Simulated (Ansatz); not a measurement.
# YGa2Cu2C, from a guessed structure to a relaxed one, part 2 of 2

Starting from a made-up structure for YGa2Cu2C, the aim is the relaxed cell, its shortest contacts and, where a second run follows, its electronic structure.

Ansatz 0.2.0; DFT, PBEsol, plane-wave PAW, files of the set soft_1, scalar-relativistic, ferromagnetic start, cell and ions relaxed at zero pressure; PAW set soft_1 (the session's first sound run).

So far: Set-up; Relaxing cell and atoms. The relaxed cell has a = 3.571, c = 14.325 Å (conventional setting).

### 3. Electronic structure of the relaxed cell

With the geometry fixed, one more self-consistent run, with a narrower smearing and the mesh shown in its input, gives the bands, and its pressure, and its forces where symmetry allows any, show how far the geometry depends on these settings.

This step: DFT, PBEsol, plane-wave PAW, files of the set soft_1, scalar-relativistic, no spin, bands and density of states at the relaxed cell; PAW set soft_1 (Ansatz 0.2.0).

Input file input.yaml:

```yaml
crystal:
  lattice:
    - [-1.7856362525, 1.7856362525, 7.1623859215]
    - [1.7856362525, -1.7856362525, 7.1623859215]
    - [1.7856362525, 1.7856362525, -7.1623859215]
  atoms:
    - { symbol: "Y", position: [0.5, 0.5, 0.0] }
    - { symbol: Ga, position: [0.8663109011, 0.8663109011, 0.0] }
    - { symbol: Ga, position: [0.1336890989, 0.1336890989, 0.0] }
    - { symbol: Cu, position: [0.25, 0.75, 0.5] }
    - { symbol: Cu, position: [0.75, 0.25, 0.5] }
    - { symbol: C, position: [0.0, 0.0, 0.0] }
kpoints:
  mp_grid: { grid: [12, 12, 12] }
  band_path:
    path:
      - [[0.0, 0.0, 0.0], [-0.5, 0.5, 0.0], [-0.5, 0.5, -0.03107711], [-0.26553855, 0.26553855, -0.26553855], [0.0, 0.0, 0.0], [0.5, 0.5, -0.5], [0.26553855, 0.73446145, -0.73446145], [0.0, 0.5, -0.5], [-0.25, 0.75, -0.25], [0.03107711, 0.96892289, -0.5], [0.5, 0.5, -0.5]]
      - [[-0.5, 0.5, 0.0], [-0.25, 0.75, -0.25]]
    npoints: 7
scf:
  occupations: { method: fermi_dirac, width: 0.03 }
  n_extra_bands: 10
hamiltonian:
  xc: pbesol
  pseudopotentials: { kind: paw, azcp: { folder: soft_1 }, xc_functional: pbe }
output:
  forces: true
  stress: true
  write_bands: true
  dos: { projected: true }
  write_density: true
  write_potential: true
  elf: true
  volumetric_format: npy
```

Launch:

```bash
$ ansatz run input.yaml --threads 4 --pin off --max-ram 10240MiB --backend cpu --events-out ev --progress --plain --runs-dir out
```

Numbers of over 12 decimals in the logs are rounded to 6 here.

The program printed:

```text
[...]
Crystal: 6 atoms, lattice volume = 91.349 Å³
Basis set: ecut = 420 eV, 1791 PW (Γ), FFT grids on a1−a2, a2, a1+a3, exchange–correlation on 72×108×48 points (8 copies of the dense FFT grid, shifted against one another)
Bands: 50, of which v1, the nominal top of the filled ones, is band 40 counted from 1 (39 counted from 0)
Symmetry: 16 space group operations
[...]
k-points: 163 of 1728
[...]
SCF iter   1: F=—  HF=-24720.598649 eV  |F-HF|=—  |Δ(HF+E_count)|=         —  Δρ=5.32e-1  dr2=3.11e2  ethr=3.10e-3  ⟨swp⟩=5.7  Hψ=27216  notcnv=0
[...]
SCF iter  13: F=-24706.648322 eV  HF=-24706.648322 eV  |F-HF|=6.58e-9  |Δ(HF+E_count)|=   1.07e-7  Δρ=3.58e-6  dr2=1.76e-8  ethr=1.27e-10  ⟨swp⟩=13.0  Hψ=56521  notcnv=0
SCF 1 converged in 13 iterations: F = -24706.648322 eV  dr2 = 1.76e-8
[...]
NSCF: frozen V_eff on 79 k-points
SCF converged after 13 iterations
Free energy (F): -24706.648322 eV
[...]
Internal energy: -24706.644921 eV  (E = F + TS)
E sigma→0 (E₀):  -24706.646621 eV
Entropy (-TS):   -0.003401 eV (-0.567 meV/atom)
Fermi energy:    12.472156 eV
[...]
--- Forces (eV/Å), atoms counted from 1 ---
  atom   1  Y     -0.00000000    -0.00000000     0.00000000
  atom   2  Ga    -0.00000000    -0.00000000     0.03933456
  atom   3  Ga     0.00000000     0.00000000    -0.03933456
  atom   4  Cu    -0.00000000    -0.00000000    -0.00000000
  atom   5  Cu     0.00000000    -0.00000000     0.00000000
  atom   6  C      0.00000000     0.00000000    -0.00000000
  max |Σ_I F_I| component: 6.94e-18 eV/Å
--- Stress (GPa, compression-positive) ---
       -0.089707      -0.000000       0.000000
       -0.000000      -0.089707      -0.000000
        0.000000      -0.000000       0.296823
  P = ⅓ Tr σ = 0.0391 GPa (0.391 kbar)
--- Band table (eV; the first three rows and the last of 163) ---
  k-point 0: bands = [... 36 lower, 11.6577, 11.6577, 12.2506, 12.9616, 13.2326, 13.2326, 16.3226, 16.5401, ... 6 higher]
  k-point 1: bands = [... 36 lower, 10.9452, 11.0698, 12.8172, 13.0677, 13.1072, 13.1242, 16.2067, 16.2403, ... 6 higher]
  k-point 2: bands = [... 36 lower, 10.5333, 10.9843, 12.1327, 12.5302, 13.3716, 14.4613, 15.6706, 15.7037, ... 6 higher]
  k-point 162: bands = [... 36 lower, 11.4491, 11.4491, 12.2908, 14.4606, 14.4606, 14.7259, 14.7259, 15.2959, ... 6 higher]
```

Run time: 25 s. Hardware: 4 threads of Arm Neoverse V1, shared host; peak memory 0.82 GiB; 99 s of CPU time.

In the SCF lines HF is the Harris–Foulkes energy and dr2 the Hartree energy of the density residual, in eV; the loop may stop once dr2 is under the threshold and the program's other checks hold. Hψ counts applications of the Hamiltonian.

This step gave:

```yaml
free_energy: -24706.6483 eV
energy_at_zero_smearing: -24706.6466 eV
smearing_term_ts: 0.003401 eV
fermi_energy: 12.47 eV
pressure: 0.03914 GPa
```

bands.tsv at the labelled points (eV, zero at the Fermi level; the bands that come nearest the Fermi level along the path):

```tsv
point	band 37	band 38	band 39	band 40	band 41	band 42	band 43	band 44
Γ	-0.81	-0.81	-0.22	0.49	0.76	0.76	3.85	4.07
X	-2.41	-2.20	-2.09	-1.35	0.15	1.05	1.56	2.01
Y	-2.51	-2.15	-2.09	-1.24	0.15	0.77	1.86	2.10
S	-2.95	-2.71	-1.38	-0.56	2.78	3.35	3.36	4.54
Γ	-0.81	-0.81	-0.22	0.49	0.76	0.76	3.85	4.07
Z	-1.02	-1.02	-0.18	1.99	1.99	2.25	2.25	2.82
S1	-2.95	-2.71	-1.38	-0.56	2.78	3.35	3.36	4.54
N	-2.92	-2.72	-1.44	-0.46	2.97	3.18	3.36	3.90
P	-2.64	-2.49	-1.57	-1.57	0.43	0.43	1.89	2.71
Y1	-2.51	-2.15	-2.09	-1.24	0.15	0.77	1.86	2.10
Z	-1.02	-1.02	-0.18	1.99	1.99	2.25	2.25	2.82
X	-2.41	-2.20	-2.09	-1.35	0.15	1.05	1.56	2.01
P	-2.64	-2.49	-1.57	-1.57	0.43	0.43	1.89	2.71
```

Valence density in the ab plane of the cell as run, not the conventional one, at fractional z = 0.000, with atoms of Y and Ga and C within 0.2 Å of it. It is the smooth field of the valence electrons, not physical close to the nuclei.

Values in e/Å³, 11 rows by 16 columns, each cell a mean:
```
 1  1  1  0  0  0  0  0  0  0  0  1  5 11  3  1
 1  1  1  0  0  0  0  0  0  0  0  0  2 18 26  4
 1  0  0  0  0  0  0  0  0  0  0  0  0  1  4  4
 0  0  0  0  0  1  1  1  0  0  0  0  0  0  0  0
 0  0  0  0  0  1  3  3  2  0  0  0  0  0  0  0
 0  0  0  0  0  0  1  3  3  3  1  0  0  0  0  0
 0  0  0  0  0  0  0  1  2  3  2  0  0  0  0  0
 1  0  0  0  0  0  0  0  0  1  1  1  0  0  0  0
 3 10  4  0  0  0  0  0  0  0  0  0  0  0  0  1
 1 12 29  7  1  0  0  0  0  0  0  0  0  1  1  1
 1  1  4  6  1  0  0  0  0  0  0  1  1  1  1  2
```
Columns run along a (7.6 Å), rows up along b (7.6 Å). Atoms in or near the plane, at fractional coordinates: Y at (0.50, 0.50), Ga at (0.87, 0.87), Ga at (0.13, 0.13), C at (0.00, 0.00).

ELF in the ab plane of the cell as run, not the conventional one, at fractional z = 0.000, with atoms of Y and Ga and C within 0.2 Å of it. It is the smooth field of the valence electrons, not physical close to the nuclei.

Ten even steps from '_' (0.03) to '@' (0.84), each cell a mean:
```
..--%%**--::::--==--::::--==--::____--##**
##++##%%**--::--====--::::--==::______::##
##%%%%@@##++------==--::::::----::______--
--**%%%%##==::::::----::::::::----..______
::--****++--........::::......::----::____
::::--==::::::--..____..........::----::::
--::----....++####==..____........::--==--
==------....++@@@@@@##::____......::::--==
======--::__--@@@@@@@@%%::____....::::::--
--------::....**@@##**@@%%::__..::::::::::
::::----::..__::%%@@**##@@##..__::------::
--::::::::....__--%%@@##@@@@==__..--====--
==--::::......____--%%@@@@@@##....::--====
--==--::::......____::**%%@@##::..::------
::------::..........__..--++++::..::--::::
....::----::............__....::--==++--::
..____::----::::..::::::::....::++####**--
::______::----::::::--------::==**%%@@%%**
**::______::==--::::::--==------**%%%%##%%
##**::____..--==--::::--==--::::--**%%++--
..##**::....::--==--::--====--::::--####..
```
Columns run along a (7.6 Å), rows up along b (7.6 Å). Atoms in or near the plane, at fractional coordinates: Y at (0.50, 0.50), Ga at (0.87, 0.87), Ga at (0.13, 0.13), C at (0.00, 0.00).

Electrostatic potential energy in the ab plane of the cell as run, not the conventional one, at fractional z = 0.000, with atoms of Y and Ga and C within 0.2 Å of it. With pseudopotentials it is smooth inside the atoms' cores, unlike the true potential.

Ten even steps from '0' (-42 eV) to '9' (40 eV), each cell a mean:
```
004555556666665688652
212566566666666589965
544566666666666569996
566666666667666657998
656666666667777665688
556666555666777766556
556665433466677776665
666666421135667776666
666666520003566776666
666666640000356677666
666676653000036666666
666677665200014666666
666677766530013566666
566667776654223566665
556667777666544566655
776566777766665666665
799656667776666666665
599965666666666666555
569996666666666666424
256997566666665556410
025577556666665565520
```
Columns run along a (7.6 Å; values clipped at the 3rd and 97th percentile), rows up along b (7.6 Å). Atoms in or near the plane, at fractional coordinates: Y at (0.50, 0.50), Ga at (0.87, 0.87), Ga at (0.13, 0.13), C at (0.00, 0.00).

### 4. What came out

```yaml
space_group_relaxed: I4/mmm
conventional_cell: a = 3.571, b = 3.571, c = 14.325 Å; α = 90.0°, β = 90.0°, γ = 90.0°
volume_per_atom: 15.22 Å³ (guess 15.30)
total_moment: 0.00 μB in the cell of 6 atoms
```

**Reading.** YGa2Cu2C relaxes to I4/mmm with a = 3.571, b = 3.571 and c = 14.325 Å. The guessed volume was near the relaxed one. The space group I4/mmm was held in the relaxation, so the end point is a stationary structure within it and may be a saddle against distortions or other arrangements. The moments died out from this one start and weren't seeded again at the relaxed cell. Bands cross the Fermi level, so it is a metal or semimetal at this level. The electron count is odd, which forces that without spin polarisation or a larger cell. On the 12×12×12 mesh with the narrower smearing (relaxed on 9×9×9) the largest force component is 0.039 eV/Å and the largest stress component is 0.297 GPa, against the relaxation's thresholds of 0.015 eV/Å and 0.05 GPa. The cutoff wasn't tested. A vector of the cell changed its length by 18 %, more than the volume shows. No dispersion term is used, so weakly bound directions may come out too long. Nothing here tests whether the compound is stable against decomposition.

[Logs are printed without paths, hosts, clocks, repeated set-up lines and the standing remarks that a program may print on its own settings, such as how far it seeks lower states.]

[Hosts, paths, dates, database ids (printed as entryN), source tags and the programs' standing remarks are cut or masked in the printed files.]
